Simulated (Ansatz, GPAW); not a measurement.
# TiGe2N4 monolayer in an electric field, part 3 of 3

Aim: the dipole that a field along the normal induces in TiGe2N4 monolayer.

GPAW 26.7.0 and Ansatz 0.2.0; Ansatz plane waves; layer without images along its normal, relaxation of atoms and in-plane cell (the session's first sound run).

So far. Step 8 (Field on): The dipole is now 0.0373 e Å, against 0.0012 in the run without a field.

**9. Field on (continued)**

Level of this step: GPAW, PAW setups; slab in vacuum (GPAW).

The electrostatic potential energy of an electron (without an applied field's), less the Fermi level, planar mean oscillates, so the rows of the table below give means over windows of 1.12 Å about each position, cut where the curve ends. Its maxima inside the range that stand out by 2 % of the span (Å: eV): 0.6: 7.03, 10.8: 1.65, 11.9: -6.35, 13.4: -6.63, 14.5: 0.944. Its minima: 9.6: -21.4, 11.5: -10.8, 12.7: -18.5, 13.8: -11.2, 15.7: -22.5.

The electrostatic potential energy of an electron (without an applied field's), less the Fermi level, planar mean by z; means over each step:

z (Å), electrostatic potential energy of an electron (without an applied field's), less the Fermi level, planar mean (eV) and a bar from the least value:
```
     0.56        6.9 ##############################
     1.68        7.0 ##############################
     2.80        7.0 ##############################
     3.92        7.0 ##############################
     5.04        7.0 ##############################
     6.16        7.0 ##############################
     7.28        6.8 ##############################
     8.40       -0.5 #####################
     9.52      -18.1 
    10.64       -1.3 ####################
    11.76       -8.3 ############
    12.88      -13.3 ######
    14.00       -5.3 ###############
    15.12       -8.6 ###########
    16.24      -16.1 ##
    17.36        3.6 ##########################
    18.48        5.3 ############################
    19.60        5.4 ############################
    20.72        5.4 ############################
    21.84        5.4 ############################
    22.96        5.4 ############################
    24.08        5.4 ############################
    25.20        5.5 ############################
```

The dipole is now 0.0746 e Å, against 0.0012 in the run without a field.

**10. Field on**

Input file run.py:

```python
import json
import numpy as np
from ase import Atoms
from gpaw import GPAW, PW
from gpaw.external import ConstantElectricField

slab = Atoms(
    ['N', 'Ge', 'N', 'Ti', 'N', 'Ge', 'N'],
    positions=[
        [0.00000, -0.00000, 9.00000],
        [-0.00000, 1.76388, 9.61948],
        [-0.00000, 1.76388, 11.50525],
        [0.00000, -0.00000, 12.65499],
        [-0.00000, 1.76388, 13.80473],
        [-0.00000, 1.76388, 15.69050],
        [0.00000, -0.00000, 16.30998]],
    cell=[[3.05514, 0.0, 0.0], [-1.52757, 2.64583, 0.0], [0.0, 0.0, 25.31]],
    pbc=[True, True, False])

slab.calc = GPAW(mode=PW(500), xc='PBE', kpts={'size': (12, 12, 1), 'gamma': True},
                 occupations={'name': 'fermi-dirac', 'width': 0.05}, nbands='140%',
                 convergence={'density': 1e-05}, maxiter=200,
                 poissonsolver={'dipolelayer': 'xy'},
                 external=ConstantElectricField(0.3, [0, 0, 1]),
                 symmetry={'tolerance': 1e-3}, txt='slab.txt')
result = {}
energy = slab.get_potential_energy()
fermi = slab.calc.get_fermi_level()
v = slab.calc.get_electrostatic_potential().mean((0, 1)) - fermi
n = slab.calc.get_pseudo_density().mean((0, 1))
L = slab.cell[2, 2]
z = np.arange(len(v)) * L / len(v)
low, high = slab.positions[:, 2].min(), slab.positions[:, 2].max()
below, above = np.interp([low - 6.8, high + 6.8], z, v)
slopes = [np.interp(x, z, np.gradient(v, z)) for x in (low - 6.8, high + 6.8)]
eps = np.array([[slab.calc.get_eigenvalues(k, s) for k in range(len(slab.calc.get_ibz_k_points()))]
                for s in range(slab.calc.get_number_of_spins())]) - fermi
top, bottom = eps[eps < 0].max(), eps[eps > 0].min()
dipole = slab.get_dipole_moment()[2]
print(f'energy {energy:.4f} eV, Fermi level {fermi:.4f} eV, dipole {dipole:.5f} e A')
print(f'potential 6.8 A off the faces, from the Fermi level: lower {below:.4f} eV, upper {above:.4f} eV')
print(f'slope of the potential there: lower {slopes[0]:.5f}, upper {slopes[1]:.5f} eV/A')
print(f'nearest levels on the mesh: {top:.4f} and {bottom:.4f} eV')
print('magnetic moment', round(slab.get_magnetic_moment(), 3))
result.update(energy=energy, fermi=fermi, dipole=dipole, below=below, above=above, slopes=slopes, edges=[top, bottom],
              z=z.tolist(), v=v.tolist(), n=n.tolist(), positions=slab.positions.tolist(),
              forces=slab.get_forces(apply_constraint=False).tolist(), moments=slab.get_magnetic_moments().tolist())
json.dump(result, open('result.json', 'w'))
```

Launch:

```
OMP_NUM_THREADS=1 OPENBLAS_NUM_THREADS=1 python run.py
```

The program printed:

```text
energy -49.5721 eV, Fermi level -0.7255 eV, dipole 0.11196 e A
potential 6.8 A off the faces, from the Fermi level: lower 7.4523 eV, upper 4.9461 eV
slope of the potential there: lower -0.00117, upper 0.00118 eV/A
nearest levels on the mesh: -0.6284 and 0.6893 eV
magnetic moment 0.0
```

The job ended after 4 min (1 thread of Intel Xeon Platinum 8259CL at 2.50GHz (Skylake/Cascade Lake), shared host; peak memory 0.56 GiB).

The dipole is now 0.112 e Å, against 0.0012 in the run without a field.

**11. The series**

The members are put on one axis.

This step: induced dipole against applied field (GPAW 26.7.0).

Table of dipole along the normal by field:

| field (V/Å) | dipole along the normal (e·Å) |
| --- | --- |
| -0.200 | -0.0746 |
| -0.100 | -0.0373 |
| -0.050 | -0.0187 |
| 0.000 | 0.00119 |
| 0.050 | 0.0187 |
| 0.100 | 0.0373 |
| 0.200 | 0.0746 |
| 0.300 | 0.112 |

**12. Results**

| Item | Value |
| --- | --- |
| work function, upper and lower face (Fermi level placed in the gap by the smearing) | 6.201 and 6.192 eV |
| ionisation energy from the upper face (highest filled level on the mesh) | 6.83 eV |
| electron affinity from the upper face (lowest empty Kohn-Sham level on the mesh) | 5.51 eV |
| dipole along the normal | 0.0012 e Å, near the numerical noise |
| induced dipole per field | 0.373 e Å per V/Å |
| out-of-plane polarisability per area, α/(ε0 A) | 8.35 Å |

**Reading.** The field induces 0.373 e Å per V/Å, a polarisable thickness α/(ε0 A) of 8.35 Å beside 7.31 Å between the outermost nuclei. A perfect conductor would give the distance between its two image planes; a dielectric of thickness t gives t(1 - 1/ε). The levels nearest the Fermi level on the mesh lie 1.32 eV apart, so the slab is gapped there: the smearing puts the Fermi level inside the gap, and from either face the ionisation energy is the work function plus 0.63 eV. Both are Kohn-Sham levels on the mesh, and semilocal gaps are too small, so the affinity tends to come out too large and the ionisation energy too small. The induced dipole is linear in the field over this range. At this geometry GPAW leaves forces of up to 0.27 eV/Å on free atoms, so it isn't GPAW's own minimum, and dipole and steps would shift on relaxing there. The small printed dipole stands for a step of -27 meV from the lower to the upper face, and the probes find 8.8 meV; values this small are near the numerical noise of both. The layer's cell and atoms come from the relaxation; spin-orbit coupling and temperature are left out.

[Logs are printed without paths, hosts, clocks, repeated set-up lines and the standing remarks that a program may print on its own settings, such as how far it seeks lower states.]

[Hosts, paths, dates, database ids (printed as entryN), source tags and the programs' standing remarks are cut or masked in the printed files.]
